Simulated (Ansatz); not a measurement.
# The gap of BaIBr (Pnma): a ladder of methods and an error budget

Aim: a best estimate of the quasiparticle gap of BaIBr (Pnma), with each correction and its cost laid out.

Main program and level: Ansatz 0.2.0; density functionals, hybrids, G0W0, plane waves, PAW.

Most raw output is cut from this account.

In doubt: masses and optical values from hybrid runs of this build are listed as unsure (step 11), which bears on the screening that GW takes from such a start.

### 1. The starting structure

Symmetry: Pnma, No. 62, orthorhombic system. The conventional cell has a = 8.814 Å, b = 5.124 Å, c = 10.192 Å, α = 90.00°, β = 90.00°, γ = 90.00°. Nearest to Ba lie 4 Br at 3.31 to 3.34 Å and 5 I at 3.67 to 3.76 Å. I has 5 Ba at 3.67 to 3.76 Å nearest. Nearest to Br lie 4 Ba at 3.31 to 3.34 Å. Farther neighbours and most contacts between anions are not listed.

The cell and positions are those that the Materials Project relaxed with its own functionals (PBE, PBE+U or r2SCAN), kept fixed. Spin-orbit coupling is left out unless a step names it. The default PAW set here is soft_2. Its files were made with PBE.

### 2. r2SCAN bands

The cheap functional maps the bands first; the places of the edges decide which points the dearer methods must see.

This step: DFT, r2SCAN, plane waves, PAW.

Contents of input.yaml:

```yaml
crystal:
  lattice:
    - [8.81446039, 0.0, 0.0]
    - [0.0, 5.12429103, 0.0]
    - [0.0, 0.0, 10.19167839]
  atoms:
    - { symbol: Ba, position: [0.72882454, 0.25, 0.37513703] }
    - { symbol: Ba, position: [0.27117546, 0.75, 0.62486297] }
    - { symbol: Ba, position: [0.77117546, 0.75, 0.87513703] }
    - { symbol: Ba, position: [0.22882454, 0.25, 0.12486297] }
    - { symbol: I, position: [0.47161056, 0.25, 0.83177655] }
    - { symbol: I, position: [0.52838944, 0.75, 0.16822345] }
    - { symbol: I, position: [0.02838944, 0.75, 0.33177655] }
    - { symbol: I, position: [0.97161056, 0.25, 0.66822345] }
    - { symbol: Br, position: [0.8564719, 0.25, 0.06668585] }
    - { symbol: Br, position: [0.1435281, 0.75, 0.93331415] }
    - { symbol: Br, position: [0.6435281, 0.75, 0.56668585] }
    - { symbol: Br, position: [0.3564719, 0.25, 0.43331415] }
kpoints:
  mp_grid: { grid: [4, 4, 2] }
  band_path:
    path:
      - [[0.0, 0.0, 0.0], [0.5, 0.0, 0.0], [0.5, 0.5, 0.0], [0.0, 0.5, 0.0], [0.0, 0.0, 0.0], [0.0, 0.0, 0.5], [0.5, 0.0, 0.5], [0.5, 0.5, 0.5], [0.0, 0.5, 0.5], [0.0, 0.0, 0.5]]
      - [[0.5, 0.0, 0.0], [0.5, 0.0, 0.5]]
      - [[0.0, 0.5, 0.0], [0.0, 0.5, 0.5]]
      - [[0.5, 0.5, 0.0], [0.5, 0.5, 0.5]]
    npoints: 6
hamiltonian:
  xc: r2scan
scf:
  occupations: { method: fermi_dirac, width: 0.02 }
  n_extra_bands: 8
output:
  eigenvalues: true
  forces: true
  stress: true
```

The run is started by

```
$ ansatz run input.yaml --threads 32 --pin off --max-ram 129024MiB --backend cuda --events-out ev --progress --plain --runs-dir out --devices 1 --max-vram 157GiB
```

The job ended after 2.9 s (1 × NVIDIA GB200 with 32 threads of Arm Neoverse V2, shared host; peak memory 1.7 GiB).

Numbers from this step:

```
pressure             : -0.2926 GPa
filled bands         : 68
gap                  : 3.993 eV
valence top at       : Γ
conduction bottom at : Γ
least direct gap     : 3.993 eV
```

The gap is direct, at Γ.

The electronic bands at the labelled points (eV, zero at the top of the highest nominally filled band):

| point | band 65 | band 66 | band 67 | band 68 | band 69 | band 70 | band 71 | band 72 |
| --- | --- | --- | --- | --- | --- | --- | --- | --- |
| Γ | -0.32 | -0.20 | -0.14 | 0.00 | 3.99 | 4.63 | 4.78 | 4.88 |
| halfway | -0.42 | -0.28 | -0.24 | -0.04 | 4.20 | 4.71 | 4.75 | 4.82 |
| X | -0.48 | -0.48 | -0.14 | -0.14 | 4.49 | 4.49 | 4.95 | 4.95 |
| halfway | -0.37 | -0.37 | -0.29 | -0.29 | 5.03 | 5.03 | 5.20 | 5.20 |
| S | -0.42 | -0.42 | -0.42 | -0.42 | 5.48 | 5.48 | 5.48 | 5.48 |
| halfway | -0.51 | -0.51 | -0.42 | -0.42 | 5.31 | 5.31 | 5.50 | 5.50 |
| Y | -0.55 | -0.55 | -0.41 | -0.41 | 5.26 | 5.26 | 5.38 | 5.38 |
| halfway | -0.56 | -0.45 | -0.38 | -0.20 | 4.57 | 5.02 | 5.17 | 5.37 |
| Γ | -0.32 | -0.20 | -0.14 | 0.00 | 3.99 | 4.63 | 4.78 | 4.88 |
| halfway | -0.40 | -0.26 | -0.20 | -0.17 | 4.13 | 4.65 | 4.79 | 4.81 |
| Z | -0.42 | -0.42 | -0.26 | -0.26 | 4.46 | 4.46 | 4.75 | 4.75 |
| halfway | -0.48 | -0.48 | -0.23 | -0.23 | 4.58 | 4.58 | 4.87 | 4.87 |
| U | -0.53 | -0.53 | -0.24 | -0.24 | 4.82 | 4.82 | 4.96 | 4.96 |
| halfway | -0.43 | -0.43 | -0.30 | -0.30 | 5.00 | 5.00 | 5.18 | 5.18 |
| R | -0.38 | -0.38 | -0.38 | -0.38 | 5.58 | 5.58 | 5.58 | 5.58 |
| halfway | -0.48 | -0.48 | -0.31 | -0.31 | 5.40 | 5.40 | 5.49 | 5.49 |
| T | -0.61 | -0.61 | -0.28 | -0.28 | 5.27 | 5.27 | 5.41 | 5.41 |
| halfway | -0.44 | -0.44 | -0.19 | -0.19 | 4.93 | 4.93 | 5.22 | 5.22 |
| Z | -0.42 | -0.42 | -0.26 | -0.26 | 4.46 | 4.46 | 4.75 | 4.75 |
| jump to X | -0.48 | -0.48 | -0.14 | -0.14 | 4.49 | 4.49 | 4.95 | 4.95 |
| halfway | -0.51 | -0.51 | -0.19 | -0.19 | 4.60 | 4.60 | 4.98 | 4.98 |
| U | -0.53 | -0.53 | -0.24 | -0.24 | 4.82 | 4.82 | 4.96 | 4.96 |
| jump to Y | -0.55 | -0.55 | -0.41 | -0.41 | 5.26 | 5.26 | 5.38 | 5.38 |
| halfway | -0.58 | -0.58 | -0.35 | -0.35 | 5.30 | 5.30 | 5.33 | 5.33 |
| T | -0.61 | -0.61 | -0.28 | -0.28 | 5.27 | 5.27 | 5.41 | 5.41 |
| jump to S | -0.42 | -0.42 | -0.42 | -0.42 | 5.48 | 5.48 | 5.48 | 5.48 |

### 3. LDA

A second semilocal functional shows how much of the gap hangs on that choice alone.

This step: DFT, LDA, plane waves, PAW.

input.yaml, the sections that differ from step 2:

```yaml
kpoints:
  mp_grid: { grid: [4, 4, 2] }
  band_path:
    path:
      - [0.0, 0.0, 0.0]
      - [0.5, 0.0, 0.0]
      - [0.5, 0.5, 0.0]
      - [0.0, 0.5, 0.0]
      - [0.0, 0.0, 0.5]
      - [0.5, 0.0, 0.5]
      - [0.5, 0.5, 0.5]
      - [0.0, 0.5, 0.5]
    npoints: 1
hamiltonian:
  xc: lda
scf:
  occupations: { method: fixed }
  n_extra_bands: 8
# crystal, output: as in step 2
```

It took 1.8 s on 1 × NVIDIA GB200 with 32 threads; peak memory 1.1 GiB; 6.5 s of CPU time.

This step gave:

```
pressure             : -2.986 GPa
gap                  : 3.353 eV
valence top at       : Γ
conduction bottom at : Γ
least direct gap     : 3.353 eV
```

The gap stands −0.64 eV against r2SCAN.

### 4. r2SCAN+SOC

The many-body steps leave out spin-orbit coupling, so its effect is taken from a two-component run, with twice the bands.

This step: DFT, r2SCAN with spin-orbit coupling, plane waves, PAW.

Edit input.yaml of step 3 so:

```diff
@@ -32,6 +32,9 @@
 hamiltonian:
-  xc: lda
+  xc: r2scan
 scf:
   occupations: { method: fixed }
-  n_extra_bands: 8
+  n_extra_bands: 16
+magnetization:
+  noncollinear: true
+  spin_orbit: true
 output:
```

Elapsed: 4.5 s, on 1 × NVIDIA GB200 with 32 threads; peak memory 2.2 GiB; 35 s of CPU time.

Numbers from this step:

- pressure: -0.2839 GPa
- gap: 3.737 eV
- valence top at: Γ
- conduction bottom at: Γ
- least direct gap: 3.737 eV

The gap stands −0.26 eV against r2SCAN.

### 5. PBE0

PBE0 differs from HSE06 by long-range exchange, so the pair shows what that tail is worth.

This step: DFT, PBE0, plane waves, PAW.

Edit input.yaml of step 4 so:

```diff
@@ -19,3 +19,3 @@
 kpoints:
-  mp_grid: { grid: [4, 4, 2] }
+  mp_grid: { grid: [2, 4, 2] }
   band_path:
@@ -32,12 +32,7 @@
 hamiltonian:
-  xc: r2scan
+  xc: pbe0
 scf:
   occupations: { method: fixed }
-  n_extra_bands: 16
-magnetization:
-  noncollinear: true
-  spin_orbit: true
+  n_extra_bands: 8
 output:
   eigenvalues: true
-  forces: true
-  stress: true
```

Wall time 12 s (1 × NVIDIA GB200 with 32 threads); peak memory 2.5 GiB.

This step gave:

| Quantity | Value |
| --- | --- |
| gap | 5.206 eV |
| valence top at | Γ |
| conduction bottom at | Γ |
| least direct gap | 5.206 eV |

The gap stands +1.21 eV against r2SCAN.

### 6. Dielectric tensor

The response to a uniform field gives ε∞, a yardstick for the screening that GW builds on its mesh.

This step: dielectric response by perturbation theory, r2SCAN, plane waves, PAW.

Edit input.yaml of step 5 so:

```diff
@@ -19,20 +19,7 @@
 kpoints:
-  mp_grid: { grid: [2, 4, 2] }
-  band_path:
-    path:
-      - [0.0, 0.0, 0.0]
-      - [0.5, 0.0, 0.0]
-      - [0.5, 0.5, 0.0]
-      - [0.0, 0.5, 0.0]
-      - [0.0, 0.0, 0.5]
-      - [0.5, 0.0, 0.5]
-      - [0.5, 0.5, 0.5]
-      - [0.0, 0.5, 0.5]
-    npoints: 1
+  mp_grid: { grid: [4, 4, 2] }
 hamiltonian:
-  xc: pbe0
+  xc: r2scan
 scf:
   occupations: { method: fixed }
-  n_extra_bands: 8
-output:
-  eigenvalues: true
+dielectric: {}
```

Elapsed: 16 s, on 1 × NVIDIA GB200 with 32 threads; peak memory 7.2 GiB; 3.7 min of CPU time.

This step gave:

```yaml
stated_error_of_eps_infinity: 0.023
```

One over ε∞ averages 0.27, near the quarter of exact exchange in PBE0.

High-frequency dielectric tensor:

```
3.76 0.00 0.00
0.00 3.77 0.00
0.00 0.00 3.76
```

### 7. G0W0, 2×4×2 mesh, 225 empty bands, screening to 36 eV

G0W0 replaces the xc potential by the self-energy, built once from these orbitals. Only a window of levels is corrected, while the sums run over the empty bands that the input names.

This step: G0W0 on r2SCAN, plane waves, PAW.

Edit input.yaml of step 6 so:

```diff
@@ -19,3 +19,3 @@
 kpoints:
-  mp_grid: { grid: [4, 4, 2] }
+  mp_grid: { grid: [2, 4, 2] }
 hamiltonian:
@@ -24,2 +24,7 @@
   occupations: { method: fixed }
-dielectric: {}
+gw:
+  n_empty_bands: 225
+  ecut_chi: 36
+  qp_bands: [v2, c2]
+  qp_kpoints: band_edges
+  screening: { model: contour_deformation }
```

Wall time 9.5 s (1 × NVIDIA GB200 with 32 threads); peak memory 3.6 GiB; 32 s of CPU time.

This step gave:

```
bands summed                                 : 293
RPA ε∞ on this mesh (eigenvalues)            : 3.395, 3.399, 3.399
plane waves in the screening matrix          : 213
G0W0 gap on the mesh                         : 5.227 eV
k of the valence top                         : 0, 0, 0
k of the conduction bottom                   : 0, 0, 0
starting gap on the mesh                     : 3.992 eV
least direct G0W0 gap on the computed points : 5.227 eV
```

The gap on the mesh goes from 3.99 eV to 5.23 eV, a correction of +1.23 eV. Between the two edge states, bare exchange in place of the xc potential would open the gap by 6.63 eV, and correlation takes back 5.40 eV.

### 8. G0W0, 2×4×2 mesh, 638 empty bands, screening to 72 eV

Another rung: the empty bands reach about as high as the screening cutoff, so the two stay in balance.

Edit input.yaml of step 7 so:

```diff
@@ -25,4 +25,4 @@
 gw:
-  n_empty_bands: 225
-  ecut_chi: 36
+  n_empty_bands: 638
+  ecut_chi: 72
   qp_bands: [v2, c2]
```

It took 18 s on 1 × NVIDIA GB200 with 32 threads; peak memory 6.5 GiB.

This step gave:

* bands summed: 706
* RPA ε∞ on this mesh (eigenvalues): 3.375, 3.375, 3.376
* plane waves in the screening matrix: 629
* G0W0 gap on the mesh: 5.359 eV
* k of the valence top: 0, 0, 0
* k of the conduction bottom: 0, 0, 0
* starting gap on the mesh: 3.992 eV
* least direct G0W0 gap on the computed points: 5.359 eV

Against the run with 2×4×2 mesh, 225 empty bands, screening to 36 eV, the gap moves by +0.13 eV.

### 9. G0W0, 2×4×2 mesh, 1374 empty bands, screening to 120 eV

Edit input.yaml of step 8 so:

```diff
@@ -25,4 +25,4 @@
 gw:
-  n_empty_bands: 638
-  ecut_chi: 72
+  n_empty_bands: 1374
+  ecut_chi: 120.0
   qp_bands: [v2, c2]
```

The job ended after 42 s (1 × NVIDIA GB200 with 32 threads; peak memory 11 GiB).

This step gave:

```
bands summed                                 : 1442
RPA ε∞ on this mesh (eigenvalues)            : 3.372, 3.373, 3.373
plane waves in the screening matrix          : 1361
q-points in the mesh                         : 16
G0W0 gap on the mesh                         : 5.523 eV
k of the valence top                         : 0, 0, 0
k of the conduction bottom                   : 0, 0, 0
starting gap on the mesh                     : 3.992 eV
Z at the valence top                         : 0.8056
Z at the conduction bottom                   : 0.8366
least direct G0W0 gap on the computed points : 5.523 eV
```

Against the run with 2×4×2 mesh, 638 empty bands, screening to 72 eV, the gap moves by +0.16 eV.

Limits: finite bands, cutoff and mesh; no spin-orbit coupling. v1 is the top filled band, c1 the lowest empty one. Levels before and after the correction, in eV, zero at the valence-band top of each column:

|  | conduction bottom | valence top |
| --- | --- | --- |
| Kohn-Sham | 3.99 | 0.00 |
| G0W0 | 5.52 | 0.00 |

|  | level | occupation | energy (eV) |
| --- | --- | --- | --- |
| Kohn-Sham | Γ v2 | 2 | -0.137 |
| Kohn-Sham | Γ v1 | 2 | 0.000 |
| Kohn-Sham | Γ c1 | 0 | 3.992 |
| Kohn-Sham | Γ c2 | 0 | 4.635 |
| G0W0 | Γ v2 | 2 | -0.136 |
| G0W0 | Γ v1 | 2 | 0.000 |
| G0W0 | Γ c1 | 0 | 5.523 |
| G0W0 | Γ c2 | 0 | 6.206 |

How the two edges are built up, in eV (the quasiparticle level is the starting level plus Σx plus Σc less Vxc):

| run | edge | start | Σx | Σc | Vxc | Z | QP |
| --- | --- | --- | --- | --- | --- | --- | --- |
| 293 bands | valence top | 4.74 | -18.08 | 2.31 | -15.34 | 0.82 | 4.32 |
| 293 bands | conduction bottom | 8.73 | -5.08 | -3.08 | -8.97 | 0.84 | 9.54 |
| 706 bands | valence top | 4.74 | -18.08 | 1.92 | -15.34 | 0.81 | 3.92 |
| 706 bands | conduction bottom | 8.73 | -5.08 | -3.34 | -8.97 | 0.84 | 9.28 |
| 1442 bands | valence top | 4.74 | -18.08 | 1.65 | -15.34 | 0.81 | 3.65 |
| 1442 bands | conduction bottom | 8.73 | -5.08 | -3.45 | -8.97 | 0.84 | 9.17 |

### 10. G0W0@r2SCAN, 2×2×2 mesh, 638 empty bands, screening to 72 eV

Only the mesh changes. It samples the long-range screening, which converges on its own terms. Bands and cutoff differ from the step before, so it is read against an earlier run that matches them.

Edit input.yaml of step 9 so:

```diff
@@ -19,3 +19,3 @@
 kpoints:
-  mp_grid: { grid: [2, 4, 2] }
+  mp_grid: { grid: [2, 2, 2] }
 hamiltonian:
@@ -25,4 +25,4 @@
 gw:
-  n_empty_bands: 1374
-  ecut_chi: 120.0
+  n_empty_bands: 638
+  ecut_chi: 72
   qp_bands: [v2, c2]
```

Wall time 9.1 s (1 × NVIDIA GB200 with 32 threads); peak memory 4.9 GiB; 36 s of CPU time.

This step gave:

```yaml
bands_summed: 706
rpa_eps_infinity_on_this_mesh_eigenvalues: 3.379, 3.385, 3.443
plane_waves_in_the_screening_matrix: 629
g0w0_gap_on_the_mesh: 5.337 eV
k_of_the_valence_top: 0, 0, 0
k_of_the_conduction_bottom: 0, 0, 0
starting_gap_on_the_mesh: 3.989 eV
least_direct_g0w0_gap_on_the_computed_points: 5.337 eV
```

Against the run with 2×4×2 mesh, 638 empty bands, screening to 72 eV, the gap moves by −0.02 eV.

### 11. G0W0@HSE06, 2×4×2 mesh, 638 empty bands, screening to 72 eV

The same correction from a different start measures what one shot leaves open.

This step: G0W0 on HSE06, plane waves, PAW.

Edit input.yaml of step 10 so:

```diff
@@ -19,5 +19,5 @@
 kpoints:
-  mp_grid: { grid: [2, 2, 2] }
+  mp_grid: { grid: [2, 4, 2] }
 hamiltonian:
-  xc: r2scan
+  xc: hse06
 scf:
```

Elapsed: 67 s, on 1 × NVIDIA GB200 with 32 threads; peak memory 4.4 GiB; 3.9 min of CPU time.

This step gave:

| Item | Value |
| --- | --- |
| bands summed | 706 |
| RPA ε∞ on this mesh (eigenvalues) | 3.214, 3.217, 3.218 |
| plane waves in the screening matrix | 629 |
| G0W0 gap on the mesh | 5.496 eV |
| k of the valence top | 0, 0, 0 |
| k of the conduction bottom | 0, 0, 0 |
| starting gap on the mesh | 4.506 eV |
| least direct G0W0 gap on the computed points | 5.496 eV |

Against the run with 2×4×2 mesh, 638 empty bands, screening to 72 eV on r2SCAN, the gap moves by +0.14 eV, while the start moved by +0.51 eV.

(Continued in part 2 of 2.)

[Paths, hosts, dates, memory and timing lines, banners, echoed tables and standing remarks are left out of the program output.]

[Logs are printed without paths, hosts, clocks, repeated set-up lines and the standing remarks that a program may print on its own settings, such as how far it seeks lower states.]

[Runs of the session that timed out or met a known fault of the program may be left out.]

[Cells called generated may have been cut or substituted from an entry of the Crystallography Open Database or the Materials Project.]

[Hosts, paths, dates, database ids (printed as entryN), source tags and the programs' standing remarks are cut or masked in the printed files.]
